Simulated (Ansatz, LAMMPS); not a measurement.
# Relaxing a frame of liquid (Cs,Rb)Br from 1320 K (90 atoms)

How does a frame of liquid (Cs,Rb)Br from 1320 K (90 atoms) relax, and what do bonds, charges and levels look like afterwards?

Program: Ansatz 0.2.0. Level of theory: Kohn-Sham DFT, PBE, PAW (set soft_2), plane waves. Results are calculated unless marked as measured.

This is a report of a sequence of runs, with most program output left out.

### Step 1. The structure

The cell holds 90 atoms: 19 Cs, 26 Rb and 45 Br. Its edges and angles: a = 17.178 Å, b = 17.178 Å, c = 17.178 Å, α = 90.0°, β = 90.0°, γ = 90.0°. 90 atoms (19 Cs, 26 Rb, 45 Br) placed at random at 2.73 g/cm³, melted at 1800 K for 10 ps at fixed volume with the Lennard-Jones and Coulomb ion parameters for SPC/E (Joung and Cheatham, J. Phys. Chem. B 112, 9020 (2008)), full charges. Snapshot at the end of a hold of 20 ps at 1320 K and fixed volume.

What the set-up can't give: The starting topology of bonds comes from the classical model. The ion parameters were fitted for water, not for melts, so the starting structure of this cell may lie well off the real melt's. The Brillouin zone is sampled at Γ only, in a cell whose shortest periodic width is 17 Å. No spin–orbit coupling is included, so levels derived from the heavy atoms are approximate.

### Step 2. How the cell was made

A classical potential supplies the starting structure, since it reaches far longer times than DFT.

This step: classical MD, Lennard-Jones and Coulomb ion parameters for SPC/E (Joung and Cheatham, J. Phys. Chem. B 112, 9020 (2008)), full charges (LAMMPS 22 Jul 2025 - Update 4).

Contents of in.lmp:

```
# melt-quench of Cs19Rb26Br45
units metal
atom_style charge
boundary p p p
region box block 0 17.1782 0 17.1782 0 17.1782
create_box 3 box
mass 1 132.9055   # Cs
mass 2 85.4678   # Rb
mass 3 79.9040   # Br
create_atoms 1 random 19 572181 NULL overlap 2.2 maxtry 2000
create_atoms 2 random 26 572188 NULL overlap 2.2 maxtry 2000
create_atoms 3 random 45 572195 NULL overlap 2.2 maxtry 2000
pair_style lj/cut/coul/long 9.0
pair_modify mix arithmetic tail yes
pair_coeff 1 1 0.003897 3.6010   # Cs
pair_coeff 2 2 0.019302 3.0950   # Rb
pair_coeff 3 3 0.001169 4.9017   # Br
set type 1 charge 1
set type 2 charge 1
set type 3 charge -1
kspace_style pppm 1.0e-4
neigh_modify delay 0 every 1 check yes
thermo_style custom step time temp pe press density
thermo_modify norm yes
timestep 0.002
thermo 100
min_style cg
minimize 1e-4 1e-4 200 2000
reset_timestep 0
velocity all create 1800 572182 mom yes dist gaussian
fix lim all nve/limit 0.05
fix lan all langevin 1800 1800 0.2 572183 zero yes
thermo 500
run 1000 post no
# [... 10 lines left out ...]
compute msd all msd com yes
thermo 2500
fix md all nvt temp 1320 1320 0.2
run 10000 post no
print "== T1320: mean square displacement over the hold $(c_msd[4]:%.2f) A^2"
unfix md
uncompute msd
write_dump all custom T1320.dump id type xs ys zs modify sort id
```

Run with:

```console
> lmp -in in.lmp -log none -nocite
```

It took 2.8 s on 1 thread of AMD EPYC 9R45, shared host; peak memory 0.07 GiB.

### Step 3. Single point at the start

A single point comes first, to see the forces before anything moves.

Contents of input.yaml:

```yaml
crystal:
  lattice:
    - [17.1782, 0.0, 0.0]
    - [0.0, 17.1782, 0.0]
    - [0.0, 0.0, 17.1782]
  atoms:
    - { symbol: Cs, position: [0.83169, 0.11675, 0.06272] }
    - { symbol: Cs, position: [0.24258, 0.22084, 0.08481] }
    - { symbol: Cs, position: [0.73978, 0.3468, 0.4119] }
    - { symbol: Cs, position: [0.65685, 0.96132, 0.90426] }
    - { symbol: Cs, position: [0.17543, 0.77194, 0.19486] }
    - { symbol: Cs, position: [0.26759, 0.83846, 0.41044] }
    - { symbol: Cs, position: [0.49518, 0.15939, 0.98132] }
    - { symbol: Cs, position: [0.1813, 0.95974, 0.708] }
[... 78 atom lines left out ...]
    - { symbol: Br, position: [0.75255, 0.7936, 0.27626] }
    - { symbol: Br, position: [0.90245, 0.04156, 0.22855] }
    - { symbol: Br, position: [0.18005, 0.95507, 0.24885] }
    - { symbol: Br, position: [0.3073, 0.44027, 0.00517] }
kpoints:
  mp_grid: { grid: [1, 1, 1] }
hamiltonian:
  xc: pbe
scf:
  occupations: { method: fixed }
output:
  forces: true
  stress: true
  populations: intrinsic
  dos:
    method: { smearing: { sigma: 0.1 } }
    de: 0.1
    projected: { site_lists: { Br: [Br], Cs: [Cs], Rb: [Rb] } }
  eigenvalues: true
```

Run with:

```console
> ansatz run input.yaml --threads 8 --pin off --max-ram 15872MiB --backend cpu --events-out ev --progress --plain --runs-dir out
```

It took 16 s on 8 threads of AMD EPYC 9R45, shared host; peak memory 6.2 GiB; 2 min of CPU time.

The run gave:

```
free energy                                      : -318076.7179 eV
free energy per atom                             : -3534.1858 eV/atom
SCF cycles                                       : 8
pressure                                         : 0.649 GPa
r.m.s. force component                           : 0.3755 eV/Å
longest force                                    : 1.547 eV/Å
Fermi energy                                     : 0.9102 eV
gap (highest filled to lowest empty level) : 2.436 eV
```

The r.m.s. force component of 0.38 eV/Å and the pressure of 0.65 GPa set the starting point.

Length of the force by element:

```csv
element,coordination,atoms,mean length of the force (eV/Å),spread,least,most
Br,all,45,0.552,0.301,0.0976,1.55
Cs,all,19,0.690,0.385,0.129,1.39
Rb,all,26,0.484,0.301,0.0967,1.32
```

### Step 4. Cell and atoms relaxed

The cell is relaxed with the atoms, since the starting lattice needn't suit this functional.

input.yaml, the sections that differ from step 3:

```yaml
output:
  forces: true
relax:
  f_tol: 0.03
  max_steps: 198
  cell: {}
# crystal, kpoints, hamiltonian, scf: as in step 3
```

Wall time 7.2 min (8 threads); peak memory 5.9 GiB.

The steps of the relaxation (22 of 54):

| step | energy less that of the first step (eV) | largest force component (eV/Å) | pressure (GPa) | volume (Å³) |
| --- | --- | --- | --- | --- |
| 1 | 0.0000 | 1.1656 | 0.65 | 5069.12 |
| 4 | -7.2897 | 0.3623 | -0.06 | 5112.26 |
| 6 | -8.9458 | 0.2550 | -0.06 | 5014.57 |
| 9 | -10.6416 | 0.1563 | 0.01 | 4866.76 |
| 11 | -11.2163 | 0.1457 | -0.02 | 4817.07 |
| 14 | -11.9678 | 0.1300 | -0.02 | 4728.95 |
| 16 | -12.3551 | 0.1040 | -0.01 | 4683.31 |
| 19 | -12.9796 | 0.0731 | 0.01 | 4606.09 |
| 21 | -13.3099 | 0.0994 | 0.01 | 4569.65 |
| 24 | -13.7079 | 0.0820 | 0.01 | 4554.98 |
| 26 | -13.9292 | 0.0859 | 0.00 | 4557.60 |
| 29 | -14.1673 | 0.1137 | 0.01 | 4569.51 |
| 31 | -14.2822 | 0.0392 | 0.00 | 4578.97 |
| 34 | -14.4520 | 0.0575 | -0.01 | 4579.65 |
| 36 | -14.5872 | 0.0798 | 0.00 | 4558.56 |
| 39 | -14.7660 | 0.0478 | 0.00 | 4533.99 |
| 41 | -14.8639 | 0.0431 | 0.00 | 4520.00 |
| 44 | -14.9931 | 0.0699 | 0.00 | 4496.30 |
| 46 | -15.0740 | 0.0534 | 0.01 | 4479.99 |
| 49 | -15.1469 | 0.0302 | 0.00 | 4489.44 |
| 51 | -15.1731 | 0.0474 | 0.00 | 4492.24 |
| 54* | -15.1868 | 0.0193 | 0.00 | 4492.00 |

Relaxation steps marked * repeat the geometry before them on a plane-wave basis chosen anew for their cell, so energy and pressure can jump there. Other such steps can lie between the rows shown.

```csv
cell as run,before,after,change
a (Å),17.178,17.877,+4.1 %
b (Å),17.178,15.865,-7.6 %
c (Å),17.178,15.875,-7.6 %
α (°),90.00,91.05,+1.2 %
β (°),90.00,91.26,+1.4 %
γ (°),90.00,86.40,-4.0 %
volume (Å³/atom),56.32,49.91,-11.4 %
```

The atoms that moved most (Å, as changes of fractional coordinates times the final cell):

| atom | dx | dy | dz | length |
| --- | --- | --- | --- | --- |
| Br54 | 2.909 | 1.477 | 0.396 | 3.287 |
| Cs10 | -1.079 | 0.108 | -2.666 | 2.878 |
| Br89 | 0.298 | -0.776 | 2.733 | 2.857 |
| Cs12 | -1.874 | -2.059 | -0.102 | 2.786 |
| Br76 | 0.746 | -1.842 | 1.941 | 2.778 |
| Br66 | 1.278 | 2.203 | -1.074 | 2.764 |
| Cs16 | 0.822 | 2.615 | 0.131 | 2.744 |
| Cs17 | -0.441 | -2.409 | -1.057 | 2.668 |

The relaxation changed the energy by -169 meV/atom, and atoms moved by 1.6 Å r.m.s., 3.3 Å at most.

### Step 5. Distances and neighbours after relaxation

Bonds before and after, by the cutoffs listed below:

| pair | bonds before | bonds after | mean before (Å) | mean after (Å) | spread before (Å) | spread after (Å) |
| --- | --- | --- | --- | --- | --- | --- |
| Br-Rb | 99 | 140 | 3.496 | 3.520 | 0.305 | 0.153 |
| Br-Cs | 83 | 101 | 3.539 | 3.680 | 0.320 | 0.167 |

Density 3.08 g/cm³, 49.91 Å³ an atom.

g(r), total and by pair (bins of 0.2 Å):

```csv
r (Å),total,Br-Br,Br-Rb,Br-Cs,Rb-Rb,Rb-Cs,Cs-Cs
3.20,0.17,0.00,0.57,0.00,0.00,0.00,0.00
3.40,2.91,0.00,9.18,1.24,0.00,0.00,0.00
3.60,3.69,0.00,5.95,9.35,0.00,0.00,0.00
3.80,1.08,0.00,1.17,3.54,0.00,0.00,0.00
4.00,0.50,0.11,0.48,1.07,0.95,0.22,0.00
4.20,0.72,1.20,0.25,0.48,1.19,1.21,0.00
4.40,0.97,2.17,0.16,0.22,1.36,1.11,2.04
4.60,1.08,2.08,0.15,0.58,2.73,0.86,1.41
4.80,1.21,1.77,0.26,0.36,3.22,1.57,3.43
5.00,1.18,1.76,0.43,0.34,2.31,1.75,3.21
5.20,1.00,1.64,0.11,0.23,2.72,1.60,1.81
5.40,0.86,1.45,0.32,0.28,1.26,1.48,1.38
5.60,0.69,0.84,0.19,0.53,1.02,1.62,0.65
5.80,0.95,1.42,0.59,0.55,0.48,1.08,2.94
6.00,0.72,0.89,0.80,0.23,0.43,1.41,0.28
6.20,0.77,0.92,0.63,0.59,1.10,0.94,0.51
6.40,0.81,0.98,0.82,0.82,0.38,0.80,0.48
6.60,1.04,1.02,1.19,1.11,1.09,0.84,0.45
6.80,1.06,0.92,1.42,0.95,1.15,0.77,0.64
7.00,1.34,1.09,1.50,1.32,1.42,1.48,1.40
7.20,1.32,1.16,1.82,1.57,0.41,0.84,0.76
7.40,1.13,0.61,1.81,1.30,0.58,0.72,0.90
7.60,1.07,0.46,1.67,1.74,0.19,0.56,0.51
7.80,0.92,0.44,1.25,1.58,0.44,0.48,0.33
```

Bonds by pair of elements; cutoffs follow the first minimum of g(r), held within bounds set by covalent radii, and pairs that aren't listed don't count as bonded:

```
pair A-B  cutoff (Å)  bonds  mean length (Å)  spread (Å)  shortest (Å)  B about A  A about B
   Br-Rb        4.13    140             3.52       0.153          3.25       3.11       5.38
   Br-Cs        4.33    101             3.68       0.167          3.40       2.24       5.32
```

How many atoms have how many bonded neighbours:

| element | mean | 4 | 5 | 6 | 7 |
| --- | --- | --- | --- | --- | --- |
| Br | 5.36 | 3 | 23 | 19 | 0 |
| Cs | 5.32 | 2 | 11 | 4 | 2 |
| Rb | 5.38 | 0 | 16 | 10 | 0 |

Bond angles (no mean is given where the spread exceeds 20°):

```csv
angle,count,mean (°),spread (°)
Br-Rb-Br,310,-,-
Cs-Br-Rb,234,-,-
Br-Cs-Br,224,-,-
Rb-Br-Rb,198,-,-
Cs-Br-Cs,101,-,-
```

Bond length by coordination (bonds to H left out):

| element | coordination | atoms | mean bond length (Å) |
| --- | --- | --- | --- |
| Br | 4 | 3 | 3.47 |
| Br | 5 | 23 | 3.56 |
| Br | 6 | 19 | 3.62 |
| Cs | 4 | 2 | 3.52 |
| Cs | 5 | 11 | 3.66 |
| Cs | 6 | 4 | 3.73 |
| Cs | 7 | 2 | 3.75 |
| Rb | 5 | 16 | 3.48 |
| Rb | 6 | 10 | 3.58 |

For some of the pairs, g(r) has its first main peak near 3.5 Å (Br-Rb), 3.6 Å (Br-Cs) and 4.7 Å (Rb-Rb). With the cutoffs above, 51 % of Br atoms have 5, 58 % of Cs atoms have 5 and 62 % of Rb atoms have 5 bonded neighbours.

### Step 6. Single point at the relaxed geometry

One more single point at the end of the walk gives the fuller output and checks the residual forces.

Contents of input.yaml:

```yaml
crystal:
  lattice:
    - [17.86869, 0.52801, -0.1829]
    - [0.52801, 15.85559, -0.14301]
    - [-0.1829, -0.14301, 15.87363]
  atoms:
    - { symbol: Cs, position: [0.89157, 0.09107, 0.05426] }
    - { symbol: Cs, position: [0.23779, 0.27765, 0.08449] }
    - { symbol: Cs, position: [0.72738, 0.35584, 0.48106] }
    - { symbol: Cs, position: [0.64115, 0.02239, 0.9476] }
    - { symbol: Cs, position: [0.1925, 0.74831, 0.26083] }
    - { symbol: Cs, position: [0.38858, 0.83751, 0.4492] }
    - { symbol: Cs, position: [0.48166, 0.25802, 0.04441] }
    - { symbol: Cs, position: [0.23677, 0.92558, 0.64743] }
[... 78 atom lines left out ...]
    - { symbol: Br, position: [0.73263, 0.83783, 0.32054] }
    - { symbol: Br, position: [0.9252, 0.04914, 0.26256] }
    - { symbol: Br, position: [0.19992, 0.90704, 0.42082] }
    - { symbol: Br, position: [0.34865, 0.44428, 0.00082] }
kpoints:
  mp_grid: { grid: [1, 1, 1] }
hamiltonian:
  xc: pbe
scf:
  occupations: { method: fixed }
output:
  forces: true
  stress: true
  populations: true
  dos:
    method: { smearing: { sigma: 0.1 } }
    de: 0.1
    projected: { site_lists: { Br: [Br], Cs: [Cs], Rb: [Rb] } }
  eigenvalues: true
  write_density: true
  write_potential: true
  volumetric_format: npy
  elf: true
```

It took 15 s on 8 threads; peak memory 5.5 GiB.

The program notes that the exchange-correlation potential is rough where the density is thin.

The run gave:

```
free energy                                      : -318091.9047 eV
free energy per atom                             : -3534.3545 eV/atom
SCF cycles                                       : 7
pressure                                         : -0.0003245 GPa
r.m.s. force component                           : 0.00647 eV/Å
longest force                                    : 0.02298 eV/Å
Fermi energy                                     : 0.8291 eV
gap (highest filled to lowest empty level) : 3.565 eV
spilling of the projection                       : 0.003939
```

Löwdin charges by element and coordination (they lack the spilled electrons, 0.032 e an atom on average):

```
element  coordination  atoms  mean charge (e)  spread   least    most
     Br           all     45           -0.697  0.0078  -0.711  -0.684
     Br             4      3           -0.707  0.0024  -0.710  -0.704
     Br             5     23           -0.701  0.0066  -0.711  -0.686
     Br             6     19           -0.692  0.0051  -0.704  -0.684
     Cs           all     19            0.780  0.0109   0.758   0.797
     Cs             4      2            0.793  0.0037   0.789   0.797
     Cs             5     11            0.785  0.0063   0.772   0.795
     Cs             6      4            0.771  0.0061   0.763   0.780
     Cs             7      2            0.762  0.0037   0.758   0.765
     Rb           all     26            0.746  0.0074   0.724   0.758
     Rb             5     16            0.747  0.0067   0.738   0.758
     Rb             6     10            0.743  0.0075   0.724   0.752
```

States in the cell by windows of 1 eV, zero at the Fermi level; the larger projections on atomic orbitals stand beside the total:

```csv
from (eV),to (eV),total,Br p,Rb p,Cs p,Br s
-18,-13,0.0,0.0,0.0,0.0,0.0
-13,-12,89.9,0.0,0.8,0.3,84.3
-12,-10,0.0,0.0,0.0,0.0,0.0
-10,-9,153.0,0.9,150.8,0.1,0.9
-9,-8,3.0,0.0,2.9,0.0,0.0
-8,-7,27.9,0.4,0.0,27.3,0.1
-7,-6,86.1,1.1,0.0,84.4,0.3
-6,-2,0.0,0.0,0.0,0.0,0.0
-2,-1,28.0,25.2,0.1,0.1,0.1
-1,0,240.1,230.7,0.9,1.5,0.2
0,1,1.9,1.8,0.0,0.0,0.0
1,3,0.0,0.0,0.0,0.0,0.0
3,4,2.0,0.0,0.0,0.0,0.3
4,5,16.4,1.0,0.1,0.1,1.2
```

With fixed occupations the program's Fermi level is the highest filled level; weight inside the gap is the broadening of levels at its edges.

Between -26 and -18 eV lie 90 more states.

The levels nearest the highest filled one (over half full), pooled over k-points and spins:

```csv
level less the highest filled one (eV),occupation
-0.204,2
-0.191,2
-0.150,2
-0.145,2
-0.0432,2
0,2
3.56,0
4.39,0
4.48,0
4.53,0
4.61,0
4.64,0
```

(Continued in part 2 of 2.)

[Logs are printed without paths, hosts, clocks, repeated set-up lines and the standing remarks that a program may print on its own settings, such as how far it seeks lower states.]

[Hosts, paths, dates, database ids (printed as entryN), source tags and the programs' standing remarks are cut or masked in the printed files.]
